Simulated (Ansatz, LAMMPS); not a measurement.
# Amorphous poly(ether ketone) with methanol (capped chains of 2 units), from a frame at 300 K (192 atoms): geometry optimisation, part 2 of 4

Aim: bring amorphous poly(ether ketone) with methanol (capped chains of 2 units), from a frame at 300 K (192 atoms) to a nearby minimum of the energy and see what moves.

Ansatz 0.2.0; Kohn-Sham DFT, PBEsol, PAW (set soft_2), plane waves.

The cell: 89 C, 17 O and 86 H. The network of contacts between molecules at the start is that of the classical potential that made the cell. The functional has no dispersion term. Only the Γ point is sampled, in a cell whose shortest periodic width is 13 Å.

So far. Step 3 (Single point at the start): Neighbours are counted within 1.85 Å (C-C), 1.34 Å (C-H), 1.73 Å (C-O), 1.21 Å (H-O).

## 4. Cell and atoms relaxed

Cell and atoms are freed together, to release stress as well as forces.

Contents of input.yaml:

```yaml
crystal:
  lattice:
    - [12.76779, 0.0, 0.0]
    - [0.0, 12.76779, 0.0]
    - [0.0, 0.0, 12.76779]
  atoms:
    [... the 192 atom lines of step 3 ...]
kpoints:
  mp_grid: { grid: [1, 1, 1] }
hamiltonian:
  xc: pbesol
scf:
  occupations: { method: fixed }
output:
  forces: true
relax:
  f_tol: 0.05
  max_steps: 200
  cell: {}
```

Run with:

```console
> ansatz run input.yaml --threads 4 --pin off --max-ram 8192MiB --backend cpu --events-out ev --progress --plain --runs-dir out
```

Numbers of over 12 decimals in the logs are rounded to 6 here.

The program printed:

```text
[...]
Crystal: 192 atoms, lattice volume = 2081.360 Å³
Basis set: ecut = 420 eV, 40651 PW (Γ), exchange–correlation on 180×180×180 points (8 copies of the dense FFT grid, shifted against one another)
Bands: 464, of which v1, the nominal top of the filled ones, is band 272 counted from 1 (271 counted from 0)
Symmetry: 1 space group operations
[...]
k-points: 1
[...]
SCF iter   1: F=—  HF=-32816.228677 eV  |F-HF|=—  |Δ(HF+E_count)|=         —  Δρ=6.50e-3  dr2=9.19e-1  ethr=1.77e-3  ⟨swp⟩=5.0  Hψ=1455  notcnv=0  defer=190
[...]
SCF iter   3: F=—  HF=-32816.038004 eV  |F-HF|=—  |Δ(HF+E_count)|=   5.40e-3  Δρ=1.41e-3  dr2=4.47e-2  ethr=2.66e-5  ⟨swp⟩=2.0  Hψ=548  notcnv=0  defer=81
automatic band count: iteration 3 solves 355 bands in place of 464: the levels show a gap, and the empty bands left out lie too high to hold charge; the band table lists the bands solved (type scf.n_extra_bands for more)
SCF iter   4: F=—  HF=-32816.036000 eV  |F-HF|=—  |Δ(HF+E_count)|=   2.00e-3  Δρ=6.70e-4  dr2=1.05e-2  ethr=8.21e-6  ⟨swp⟩=3.0  Hψ=551  notcnv=0  defer=81
[...]
SCF iter  11: F=-32816.036215 eV  HF=-32816.036215 eV  |F-HF|=1.03e-8  |Δ(HF+E_count)|=   9.82e-8  Δρ=1.08e-6  dr2=2.68e-8  ethr=1.84e-11  ⟨swp⟩=4.0  Hψ=1111  notcnv=0
SCF 1 converged in 11 iterations: F = -32816.036215 eV  dr2 = 2.68e-8
[...]
relax step   1: F+E_penalty+E_count = -32816.03621451 eV  Δ(F+E_penalty+E_count) = +0.000e0 eV  max|allowed force component| = 3.767e0 eV/Å  Δτ_max = 0.0000 Å  P = +2.240 GPa  Ω = 2081.360 Å³  (11 SCF iters, dr2 threshold 1.00e-7 eV, accepted)
[... from here on, the SCF cycles and remarks between the steps are left out ...]
relax step   2: F+E_penalty+E_count = -32821.65759477 eV  Δ(F+E_penalty+E_count) = -5.621e0 eV  max|allowed force component| = 1.883e0 eV/Å  Δτ_max = 0.1948 Å  P = -0.336 GPa  Ω = 2129.856 Å³  energy of the carried Pulay correction = -1.247e-1 eV  (8 SCF iters, dr2 threshold 1.92e-5 eV, accepted)
relax step   3: F+E_penalty+E_count = -32822.82365609 eV  Δ(F+E_penalty+E_count) = -1.166e0 eV  max|allowed force component| = 9.762e-1 eV/Å  Δτ_max = 0.1906 Å  P = -0.847 GPa  Ω = 2154.412 Å³  energy of the carried Pulay correction = -1.868e-1 eV  (8 SCF iters, dr2 threshold 1.92e-5 eV, accepted)
relax step   4: F+E_penalty+E_count = -32823.25488107 eV  Δ(F+E_penalty+E_count) = -4.312e-1 eV  max|allowed force component| = 4.581e-1 eV/Å  Δτ_max = 0.1691 Å  P = -0.340 GPa  Ω = 2148.360 Å³  energy of the carried Pulay correction = -1.715e-1 eV  (8 SCF iters, dr2 threshold 1.92e-5 eV, accepted)
relax step   5: F+E_penalty+E_count = -32823.46664340 eV  Δ(F+E_penalty+E_count) = -2.118e-1 eV  max|allowed force component| = 3.339e-1 eV/Å  Δτ_max = 0.1875 Å  P = -0.095 GPa  Ω = 2137.981 Å³  energy of the carried Pulay correction = -1.453e-1 eV  (8 SCF iters, dr2 threshold 1.31e-5 eV, accepted)
relax step   6: F+E_penalty+E_count = -32823.58237444 eV  Δ(F+E_penalty+E_count) = -1.157e-1 eV  max|allowed force component| = 3.800e-1 eV/Å  Δτ_max = 0.1820 Å  P = -0.076 GPa  Ω = 2135.138 Å³  energy of the carried Pulay correction = -1.381e-1 eV  (8 SCF iters, dr2 threshold 6.97e-6 eV, accepted)
relax step   7: F+E_penalty+E_count = -32823.64643513 eV  Δ(F+E_penalty+E_count) = -6.406e-2 eV  max|allowed force component| = 2.068e-1 eV/Å  Δτ_max = 0.1636 Å  P = -0.064 GPa  Ω = 2135.973 Å³  energy of the carried Pulay correction = -1.402e-1 eV  (8 SCF iters, dr2 threshold 9.03e-6 eV, accepted)
relax step   8: F+E_penalty+E_count = -32823.67481481 eV  Δ(F+E_penalty+E_count) = -2.838e-2 eV  max|allowed force component| = 1.620e-1 eV/Å  Δτ_max = 0.1590 Å  P = -0.126 GPa  Ω = 2138.819 Å³  energy of the carried Pulay correction = -1.474e-1 eV  (9 SCF iters, dr2 threshold 2.67e-6 eV, accepted)
relax step   9: F+E_penalty+E_count = -32823.64609655 eV  Δ(F+E_penalty+E_count) = +2.872e-2 eV  max|allowed force component| = 5.494e-1 eV/Å  Δτ_max = 0.1382 Å  P = +0.304 GPa  Ω = 2140.792 Å³  energy of the carried Pulay correction = -1.524e-1 eV  (9 SCF iters, dr2 threshold 1.64e-6 eV, rejected (line search))
relax step  10: F+E_penalty+E_count = -32823.69355144 eV  Δ(F+E_penalty+E_count) = -1.874e-2 eV  max|allowed force component| = 9.103e-2 eV/Å  Δτ_max = 0.0680 Å  P = +0.006 GPa  Ω = 2137.999 Å³  energy of the carried Pulay correction = -1.454e-1 eV  (12 SCF iters, accepted)
relax step  11: F+E_penalty+E_count = -32823.70351686 eV  Δ(F+E_penalty+E_count) = -9.965e-3 eV  max|allowed force component| = 7.693e-2 eV/Å  Δτ_max = 0.0968 Å  P = -0.013 GPa  Ω = 2139.322 Å³  energy of the carried Pulay correction = -1.487e-1 eV  (9 SCF iters, dr2 threshold 5.18e-7 eV, accepted)
relax step  12: F+E_penalty+E_count = -32823.71328716 eV  Δ(F+E_penalty+E_count) = -9.770e-3 eV  max|allowed force component| = 2.317e-1 eV/Å  Δτ_max = 0.1460 Å  P = -0.122 GPa  Ω = 2140.261 Å³  energy of the carried Pulay correction = -1.511e-1 eV  (9 SCF iters, dr2 threshold 3.70e-7 eV, accepted)
[...]
relax step  28: F+E_penalty+E_count = -32823.80148817 eV  Δ(F+E_penalty+E_count) = -4.466e-3 eV  max|allowed force component| = 2.792e-2 eV/Å  Δτ_max = 0.0974 Å  P = +0.011 GPa  Ω = 2142.870 Å³  energy of the carried Pulay correction = -1.577e-1 eV  (12 SCF iters, accepted)
relax step  29: F+E_penalty+E_count = -32823.80299522 eV  Δ(F+E_penalty+E_count) = -1.507e-3 eV  max|allowed force component| = 1.551e-1 eV/Å  Δτ_max = 0.0965 Å  P = -0.017 GPa  Ω = 2142.462 Å³  energy of the carried Pulay correction = -1.566e-1 eV  (11 SCF iters, accepted)
relax step  30: F+E_penalty+E_count = -32823.80578693 eV  Δ(F+E_penalty+E_count) = -2.792e-3 eV  max|allowed force component| = 4.463e-2 eV/Å  Δτ_max = 0.0433 Å  P = -0.002 GPa  Ω = 2141.910 Å³  energy of the carried Pulay correction = -1.553e-1 eV  (6 SCF iters, dr2 threshold 1.50e-6 eV, accepted)
relax step  31: F+E_penalty+E_count = -32823.80783657 eV  Δ(F+E_penalty+E_count) = -2.050e-3 eV  max|allowed force component| = 4.733e-2 eV/Å  Δτ_max = 0.0353 Å  P = -0.009 GPa  Ω = 2141.484 Å³  energy of the carried Pulay correction = -1.542e-1 eV  (11 SCF iters, accepted)
relax step  32: F+E_penalty+E_count = -32824.00102869 eV  Δ(F+E_penalty+E_count) = -1.932e-1 eV  max|allowed force component| = 4.953e-2 eV/Å  Δτ_max = 0.0000 Å  P = +0.097 GPa  Ω = 2141.484 Å³  stress off target by 1.68e-1 GPa  SCF on the basis re-selected at this cell (its energy is not comparable with the rows above)  (8 SCF iters)
relax step  33: F+E_penalty+E_count = -32823.95901587 eV  Δ(F+E_penalty+E_count) = +4.201e-2 eV  max|allowed force component| = 6.619e-2 eV/Å  Δτ_max = 0.0640 Å  P = +0.021 GPa  Ω = 2165.030 Å³  energy of the carried Pulay correction = -6.009e-2 eV  (10 SCF iters, dr2 threshold 7.09e-8 eV, accepted)
relax step  34: F+E_penalty+E_count = -32823.90720729 eV  Δ(F+E_penalty+E_count) = +5.181e-2 eV  max|allowed force component| = 3.246e-2 eV/Å  Δτ_max = 0.0345 Å  P = -0.011 GPa  Ω = 2187.470 Å³  energy of the carried Pulay correction = -1.195e-1 eV  (9 SCF iters, dr2 threshold 2.74e-7 eV, accepted)
relax step  35: F+E_penalty+E_count = -32824.03427854 eV  Δ(F+E_penalty+E_count) = -1.271e-1 eV  max|allowed force component| = 3.388e-2 eV/Å  Δτ_max = 0.0000 Å  P = +0.029 GPa  Ω = 2187.470 Å³  stress off target by 8.29e-2 GPa  SCF on the basis re-selected at this cell (its energy is not comparable with the rows above)  (8 SCF iters)
relax step  36: F+E_penalty+E_count = -32823.43529350 eV  Δ(F+E_penalty+E_count) = +5.990e-1 eV  max|allowed force component| = 1.324e0 eV/Å  Δτ_max = 0.2000 Å  P = +0.117 GPa  Ω = 2203.420 Å³  energy of the carried Pulay correction = -4.592e-2 eV  (12 SCF iters, dr2 threshold 1.72e-8 eV, rejected (line search))
relax step  37: F+E_penalty+E_count = -32823.98814016 eV  Δ(F+E_penalty+E_count) = +4.614e-2 eV  max|allowed force component| = 1.480e-1 eV/Å  Δτ_max = 0.0978 Å  P = -0.010 GPa  Ω = 2209.431 Å³  energy of the carried Pulay correction = -5.669e-2 eV  (13 SCF iters, accepted)
relax step  38: F+E_penalty+E_count = -32823.95166730 eV  Δ(F+E_penalty+E_count) = +3.647e-2 eV  max|allowed force component| = 8.998e-2 eV/Å  Δτ_max = 0.0420 Å  P = +0.016 GPa  Ω = 2223.960 Å³  energy of the carried Pulay correction = -9.589e-2 eV  (8 SCF iters, dr2 threshold 1.37e-6 eV, accepted)
relax step  39: F+E_penalty+E_count = -32823.95748223 eV  Δ(F+E_penalty+E_count) = -5.815e-3 eV  max|allowed force component| = 2.442e-2 eV/Å  Δτ_max = 0.0272 Å  P = -0.009 GPa  Ω = 2222.807 Å³  energy of the carried Pulay correction = -9.278e-2 eV  (7 SCF iters, dr2 threshold 5.06e-7 eV, accepted)
relax step  40: F+E_penalty+E_count = -32824.05669007 eV  Δ(F+E_penalty+E_count) = -9.921e-2 eV  max|allowed force component| = 2.290e-2 eV/Å  Δτ_max = 0.0000 Å  P = +0.006 GPa  Ω = 2222.807 Å³  stress off target by 4.42e-2 GPa  SCF on the basis re-selected at this cell (its energy is not comparable with the rows above)  (7 SCF iters)
[...]
SCF converged after 7 iterations
Free energy (F): -32824.056690 eV
[...]
Internal energy: -32824.056690 eV  (E = F + TS)
E sigma→0 (E₀):  -32824.056690 eV
Fermi energy:    -0.278111 eV
[...]
--- Forces (eV/Å), atoms counted from 1 ---
  atom   1  C     -0.00151870     0.00352557    -0.00024963
  atom   2  C      0.00428502     0.00073988    -0.00073025
  atom   3  C     -0.00363277     0.00041473     0.00178916
  atom   4  C      0.00343767     0.00098910     0.00221271
  atom   5  C      0.00695413    -0.00715933    -0.00335225
  atom   6  C      0.00418940    -0.00023839    -0.00039027
  atom   7  C     -0.00396765    -0.00029378    -0.00417774
  atom   8  C     -0.02289571     0.01311140     0.01891538
  atom   9  O      0.00726523    -0.00227278    -0.00824865
  atom  10  C      0.00388184    -0.00268485    -0.00719859
  atom  11  C      0.00713048     0.00330813    -0.00007901
  atom  12  C     -0.00042662     0.00119528    -0.00065643
  atom  13  C      0.00190692     0.00438983    -0.00008477
  atom  14  C     -0.00293634    -0.00281547    -0.00174491
[...]
atom 191  H     -0.00111259    -0.00006615    -0.00083516
  atom 192  H      0.00036374    -0.00279434     0.00019399
  max |Σ_I F_I| component: 9.83e-6 eV/Å
--- Stress (GPa, compression-positive) ---
        0.001681      -0.010477       0.010427
       -0.010477       0.010408       0.035904
        0.010427       0.035903       0.006078
  P = ⅓ Tr σ = 0.0061 GPa (0.061 kbar)
--- Relaxed structure (37 steps of the walk, 32 accepted, 3 SCFs on fresh bases) ---
  F+E_penalty+E_count = -32824.05669007 eV   max|allowed force component| = 2.290e-2 eV/Å   (the final SCF, on the basis selected at the relaxed cell)
  cell:  # Å, volume = 2222.8067 Å³
    - [13.123120, -0.058722, 0.189742]
    - [-0.058722, 12.986014, 0.316669]
    - [0.189742, 0.316669, 13.054108]
  atoms:
    - { symbol: C, position: [0.670191, 0.126513, 0.495124] }
    - { symbol: C, position: [0.756063, 0.175197, 0.548688] }
    - { symbol: C, position: [0.754994, 0.176085, 0.655770] }
    - { symbol: C, position: [0.835583, 0.218619, 0.706221] }
[...]
- { symbol: H, position: [0.615642, 0.707475, 0.994865] }
```

Run time: 11 min. Hardware: 4 threads of Arm Neoverse V2, shared host; peak memory 2.7 GiB; 42 min of CPU time.

Relaxation path (22 of 40):

```
step  energy less that of the first step (eV)  largest force component (eV/Å)  pressure (GPa)  volume (Å³)
   1                                   0.0000                          3.7665            2.24      2081.36
   3                                  -6.7874                          0.9762           -0.85      2154.41
   5                                  -7.4304                          0.3339           -0.10      2137.98
   7                                  -7.6102                          0.2068           -0.06      2135.97
   8                                  -7.6386                          0.1620           -0.13      2138.82
  10                                  -7.6573                          0.0910            0.01      2138.00
  12                                  -7.6771                          0.2317           -0.12      2140.26
  14                                  -7.7135                          0.1096           -0.11      2137.81
  16                                  -7.7220                          0.3879           -0.28      2135.79
  18                                  -7.7481                          0.0516           -0.04      2138.78
  20                                  -7.7533                          0.0903           -0.07      2140.61
  21                                  -7.7559                          0.0612            0.02      2141.55
  23                                  -7.7566                          0.0373            0.01      2142.70
  25                                  -7.7573                          0.1891           -0.04      2143.88
  27                                  -7.7297                          0.3199            0.11      2142.30
  29                                  -7.7668                          0.1551           -0.02      2142.46
  31                                  -7.7716                          0.0473           -0.01      2141.48
  33                                  -7.9228                          0.0662            0.02      2165.03
  34                                  -7.8710                          0.0325           -0.01      2187.47
  36                                  -7.3991                          1.3242            0.12      2203.42
  38                                  -7.9155                          0.0900            0.02      2223.96
 40*                                  -8.0205                          0.0229            0.01      2222.81
```

Relaxation steps marked * repeat the geometry before them on a plane-wave basis chosen anew for their cell, so energy and pressure can jump there. Other such steps can lie between the rows shown. Relaxation steps 9, 16, 22, 27, 36 were tried and not accepted.

```
     cell as run  before   after  change
           a (Å)  12.768  13.125  +2.8 %
           b (Å)  12.768  12.990  +1.7 %
           c (Å)  12.768  13.059  +2.3 %
           α (°)   90.00   87.22  -3.1 %
           β (°)   90.00   88.35  -1.8 %
           γ (°)   90.00   90.50  +0.6 %
volume (Å³/atom)   10.84   11.58  +6.8 %
```

The atoms that moved most (Å, as changes of fractional coordinates times the final cell):

```
atom      dx      dy      dz  length
H167   0.558  -1.293  -1.641   2.162
H165   1.438  -0.502  -1.167   1.919
C163   0.638  -0.897  -1.042   1.516
O164  -0.028  -1.156  -0.936   1.488
 H53  -0.495  -1.195  -0.131   1.300
 H87  -0.321  -1.076  -0.581   1.264
 H52   0.607  -0.628  -0.752   1.153
H173   0.641   0.627   0.618   1.089
```

The relaxation changed the energy by -41.8 meV/atom, and atoms moved by 0.61 Å r.m.s., 2.2 Å at most.

## 5. Structure statistics after relaxation

Bonds before and after, by the cutoffs listed below:

```
pair  bonds before  bonds after  mean before (Å)  mean after (Å)  spread before (Å)  spread after (Å)
 C-C            87           87            1.406           1.411              0.047             0.034
 C-H            81           81            1.086           1.098              0.026             0.005
 C-O            23           23            1.361           1.349              0.084             0.072
 H-O             5            5            0.983           0.999              0.016             0.005
```

Density 1.07 g/cm³, 11.58 Å³ an atom.

Pair distribution functions g(r), in bins of 0.2 Å:

```
r (Å)  total   C-C   C-H   C-O   H-H   H-O   O-O
 0.90   0.15  0.00  0.00  0.00  0.00  1.91  0.00
 1.10   3.34  0.00  7.84  0.00  0.00  1.15  0.00
 1.30   1.52  5.10  0.00  5.17  0.00  0.00  0.00
 1.50   1.21  4.73  0.00  2.31  0.00  0.00  0.00
 1.70   0.56  0.00  0.00  0.00  2.35  1.08  0.00
 1.90   0.09  0.00  0.15  0.00  0.14  0.00  0.00
 2.10   1.36  0.00  2.59  0.00  0.11  3.37  0.00
 2.30   0.52  0.44  0.00  2.21  1.07  0.33  0.00
 2.50   1.54  3.81  0.20  0.90  1.97  2.19  0.00
 2.70   1.09  0.98  1.27  0.15  0.82  1.74  4.28
 2.90   0.53  0.30  0.36  0.72  0.98  0.78  0.00
 3.10   0.51  0.50  0.41  0.00  0.87  0.75  0.00
 3.30   0.66  0.02  1.01  0.31  0.74  0.77  0.00
 3.50   1.05  0.30  1.52  1.19  0.85  0.97  0.51
 3.70   1.00  0.96  0.95  1.78  0.87  0.89  0.87
 3.90   1.02  0.84  1.32  0.50  0.89  0.95  0.00
 4.10   0.95  0.78  0.92  1.30  1.09  0.83  0.36
 4.30   1.16  1.39  0.90  1.11  1.48  1.18  0.65
 4.50   1.12  0.97  1.14  1.10  1.04  1.62  1.81
 4.70   1.16  1.05  1.24  1.24  1.12  0.93  1.64
 4.90   1.12  1.18  1.02  1.33  1.13  1.32  0.76
 5.10   1.04  1.27  1.04  0.94  0.93  0.86  1.18
 5.30   0.92  1.05  0.93  0.70  0.88  0.84  0.87
 5.50   1.00  1.01  0.97  1.10  0.97  1.04  1.22
 5.70   1.01  1.00  1.04  1.21  0.91  1.01  0.55
 5.90   0.96  0.98  1.04  0.77  0.90  0.75  1.59
 6.10   0.99  0.94  0.95  1.13  1.04  1.06  0.99
 6.30   1.03  1.14  1.08  0.91  0.90  0.78  2.62
```

Bonds by pair of elements; cutoffs follow the first minimum of g(r), held within bounds set by covalent radii, and pairs that aren't listed don't count as bonded:

```
pair A-B  cutoff (Å)  bonds  mean length (Å)  spread (Å)  shortest (Å)  B about A  A about B
     C-C        1.85     87             1.41       0.034          1.38       1.96       1.96
     C-H        1.34     81             1.10       0.005          1.09       0.91      0.942
     C-O        1.73     23             1.35       0.072          1.23      0.258       1.35
     H-O        1.21      5            0.999       0.005         0.992      0.058      0.294
```

How many atoms have how many bonded neighbours:

```
element  mean   1   2   3   4
      C  3.12   0   0  78  11
      H     1  86   0   0   0
      O  1.65   6  11   0   0
```

Bond angles (no mean is given where the spread exceeds 20°):

```
angle  count  mean (°)  spread (°)
C-C-C    108       120         1.3
C-C-H    105       119         2.6
H-C-H     33       108         0.9
C-C-O     30       120         2.8
H-C-O     24       110         2.3
```

Bond length by coordination (bonds to H left out):

```
element  coordination  atoms  mean bond length (Å)
      C             3     78                  1.40
      C             4     11                  1.44
      O             1      6                  1.24
      O             2     11                  1.39
```

Rings of the network by King's shortest-path rule, up to 12 atoms, one path for each pair of neighbours; H, halogens, alkali and alkaline-earth atoms are left out, and the last column divides by all other atoms, bonded or not:

```
ring size (atoms)  rings  per network atom
                6     12             0.113
```

With the cutoffs above, 88 % of C atoms have 3, all H atoms have 1 and 65 % of O atoms have 2 bonded neighbours. The C-C-C angle averages 120° with a spread of 1.3°. All rings counted have 6 atoms.

(Part 2 of 4 ends here.)

[Logs are printed without paths, hosts, clocks, repeated set-up lines and the standing remarks that a program may print on its own settings, such as how far it seeks lower states.]

[Hosts, paths, dates, database ids (printed as entryN), source tags and the programs' standing remarks are cut or masked in the printed files.]
